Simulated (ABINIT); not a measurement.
## Cl (Cmce): G0W0 in ABINIT against the exchange cutoff

How does the gap of Cl (Cmce) converge in the exchange cutoff?

Program: ABINIT 10.8.3. Level of theory: PBE and many-body steps on it, plane waves. Results are calculated unless marked as measured.

Most raw output is cut from this account.

## Step 1: Set-up

The structure is orthorhombic, space group Cmce (No. 64). The conventional cell has a = 6.290 Å, b = 4.500 Å, c = 8.210 Å, α = 90.00°, β = 90.00°, γ = 90.00°. Cl has 1 Cl at 2.02 Å nearest.

The cell and positions come from the Crystallography Open Database and are kept as given unless a step says otherwise.

## Step 2: Screening, 4×4×2 mesh, 101 bands, screening to 130.6 eV

This step: ABINIT 10.8.3; RPA screening on PBE, plane waves, norm-conserving pseudopotentials.

The RPA dielectric matrix is built and inverted for each q.

Contents of run.abi:

```
acell 3*1.0 Angstrom
rprim 
  3.145000000000 -2.250000000000 0.000000000000
  3.145000000000 2.250000000000 0.000000000000
  0.000000000000 0.000000000000 8.210000000000
ntypat 1
znucl 17
natom 4
typat 1 1 1 1
xred 
  0.870000000000 0.130000000000 0.100000000000
  0.630000000000 0.370000000000 0.600000000000
  0.130000000000 0.870000000000 0.900000000000
  0.370000000000 0.630000000000 0.400000000000
pp_dirpath "pseudos"
pseudos "Cl.upf"
ecut 25
ngkpt 4 4 2
nshiftk 1
shiftk 0 0 0
kptopt 1
chksymbreak 0
istwfk *1
occopt 1
irdwfk 1
optdriver 3
nband 101
ecuteps 4.8
inclvkb 2
awtr 1
symchi 1
indata_prefix "in"
outdata_prefix "out"
tmpdata_prefix "tmp"
```

Launch:

```console
$ OMP_NUM_THREADS=1 mpirun -n 8 abinit run.abi > log
```

Run time: 37 s. Hardware: 8 MPI ranks of Arm Neoverse V2, shared host; peak memory 2.2 GiB; 4.9 min of CPU time.

Numbers from this step:

| Property | Result |
| --- | --- |
| ε∞ with local fields, on this mesh, along the program's q direction | 2.808 |
| the same without local fields | 3.458 |
| plasma frequency | 18.23 eV |
| plane waves in the screening matrix | 403 |

Local fields lower ε∞ by 19 %. On a Γ-centred mesh this coarse the value itself is usually too large, while a short band sum pulls it down.

## Step 3: 2.5 Ha

This step: G0W0 on PBE, plane waves, norm-conserving pseudopotentials.

Edit run.abi of step 2 so:

```diff
@@ -25,8 +25,17 @@
 irdwfk 1
-optdriver 3
+optdriver 4
 nband 101
+gwcalctyp 0
+ecutsigx 2.5
+symsigma 1
+nkptgw 2
+kptgw 
+  0.5000000000 0.5000000000 0.0000000000
+  0.0000000000 0.0000000000 0.0000000000
+bdgw 
+  13 16
+  13 16
 ecuteps 4.8
-inclvkb 2
-awtr 1
-symchi 1
+irdscr 1
+ppmodel 1
 indata_prefix "in"
```

The job ended after 3.2 s (8 MPI ranks; peak memory 1.4 GiB).

Numbers from this step:

```yaml
g0w0_gap_on_the_points_computed: 5.732 eV
starting_gap_on_the_mesh: 2.469 eV
k_of_the_valence_top: 0.5, 0.5, 0
k_of_the_conduction_bottom: 0, 0, 0
z_at_the_valence_top: 0.8
z_at_the_conduction_bottom: 0.806
least_direct_g0w0_gap_on_the_computed_points: 5.778 eV
```

## Step 4: 5 Ha

Edit run.abi of step 3 so:

```diff
@@ -28,3 +28,3 @@
 gwcalctyp 0
-ecutsigx 2.5
+ecutsigx 5
 symsigma 1
```

Elapsed: 11 s, on 8 MPI ranks; peak memory 2.5 GiB.

Numbers from this step:

```yaml
g0w0_gap_on_the_points_computed: 5.658 eV
starting_gap_on_the_mesh: 2.469 eV
k_of_the_valence_top: 0.5, 0.5, 0
k_of_the_conduction_bottom: 0, 0, 0
z_at_the_valence_top: 0.792
z_at_the_conduction_bottom: 0.795
least_direct_g0w0_gap_on_the_computed_points: 5.707 eV
```

## Step 5: 10 Ha

The self-energy is evaluated for the states that the input lists, and the levels follow from it, in one-shot runs by the linearised quasiparticle equation.

Edit run.abi of step 4 so:

```diff
@@ -28,3 +28,3 @@
 gwcalctyp 0
-ecutsigx 5
+ecutsigx 10
 symsigma 1
```

Elapsed: 11 s, on 8 MPI ranks; peak memory 2.5 GiB.

Numbers from this step:

```
G0W0 gap on the points computed              : 5.662 eV
starting gap on the mesh                     : 2.469 eV
k of the valence top                         : 0.5, 0.5, 0
k of the conduction bottom                   : 0, 0, 0
least direct G0W0 gap on the computed points : 5.713 eV
```

The gap on the mesh goes from 2.47 eV to 5.66 eV, a correction of +3.19 eV.

## Step 6: 17.5 Ha

Edit run.abi of step 5 so:

```diff
@@ -28,3 +28,3 @@
 gwcalctyp 0
-ecutsigx 10
+ecutsigx 17.5
 symsigma 1
```

The job ended after 12 s (8 MPI ranks; peak memory 2.5 GiB).

This step gave:

```
G0W0 gap on the points computed              : 5.662 eV
starting gap on the mesh                     : 2.469 eV
k of the valence top                         : 0.5, 0.5, 0
k of the conduction bottom                   : 0, 0, 0
least direct G0W0 gap on the computed points : 5.713 eV
```

Against the run before, the gap moves by +0.000 eV.

## Step 7: 25 Ha

Edit run.abi of step 6 so:

```diff
@@ -28,3 +28,3 @@
 gwcalctyp 0
-ecutsigx 17.5
+ecutsigx 25
 symsigma 1
```

Wall time 11 s (8 MPI ranks); peak memory 2.5 GiB.

Numbers from this step:

| Item | Value |
| --- | --- |
| G0W0 gap on the points computed | 5.661 eV |
| starting gap on the mesh | 2.469 eV |
| k of the valence top | 0.5, 0.5, 0 |
| k of the conduction bottom | 0, 0, 0 |
| least direct G0W0 gap on the computed points | 5.713 eV |

Against the run before, the gap moves by −0.001 eV.

## Step 8: The runs together

Times are wall times on 8 MPI ranks of Arm Neoverse V2, shared host, good to a factor of about two. A run's time includes the screening step that it read.

```
    run   mesh  bands  screening cutoff (eV)  DFT gap (eV)  gap on the mesh (eV)  direct (eV)  ε∞ used  time
 2.5 Ha  4×4×2    101                  130.6         2.469                 5.732        5.778     2.81  40 s
   5 Ha  4×4×2    101                  130.6         2.469                 5.658        5.707     2.81  47 s
  10 Ha  4×4×2    101                  130.6         2.469                 5.662        5.713     2.81  48 s
17.5 Ha  4×4×2    101                  130.6         2.469                 5.662        5.713     2.81  48 s
  25 Ha  4×4×2    101                  130.6         2.469                 5.661        5.713     2.81  48 s
```

## Step 9: What came out

```yaml
2p5_ha: 5.732 eV
5_ha: 5.658 eV
10_ha: 5.662 eV
17p5_ha: 5.662 eV
25_ha: 5.661 eV
known_limits: not at the basis limit; coarse k mesh
```

The setting moved: exchange cutoff. From 2.5 Ha to 25 Ha the gap moves by −0.07 eV. It holds to 0.03 eV from 5 Ha on. Bands and screening cutoff are coupled, so a series along one setting does not show full convergence. Below the screening cutoff the correlation part is cut too. Bands and cutoff are finite, so the gap is not at the basis limit. The miss can reach some tenths of an eV and take either sign; the mesh is an error of its own. In the G0W0 runs levels were corrected at 2 k points alone, so a gap called «on the mesh» is the least over those, and an edge elsewhere would be missed. The 4×4×2 mesh is coarse for this cell, which bears on the long-range parts of exchange and screening.

[Paths, hosts, dates, memory and timing lines, banners, echoed tables and standing remarks are left out of the program output.]

[Logs are printed without paths, hosts, clocks, repeated set-up lines and the standing remarks that a program may print on its own settings, such as how far it seeks lower states.]

[Runs of the session that timed out or met a known fault of the program may be left out.]

[Hosts, paths, dates, database ids (printed as entryN), source tags and the programs' standing remarks are cut or masked in the printed files.]

[G0W0 gaps are taken among the corrected bands and points alone; a level outside them can change the order at an edge.]

[Where Ansatz stands beside ABINIT at settings called matched, ABINIT's density can come from a denser mesh and the files from another edition; pairs whose starting gaps differed by over 0.03 eV were left out, so agreement reads better than it is.]
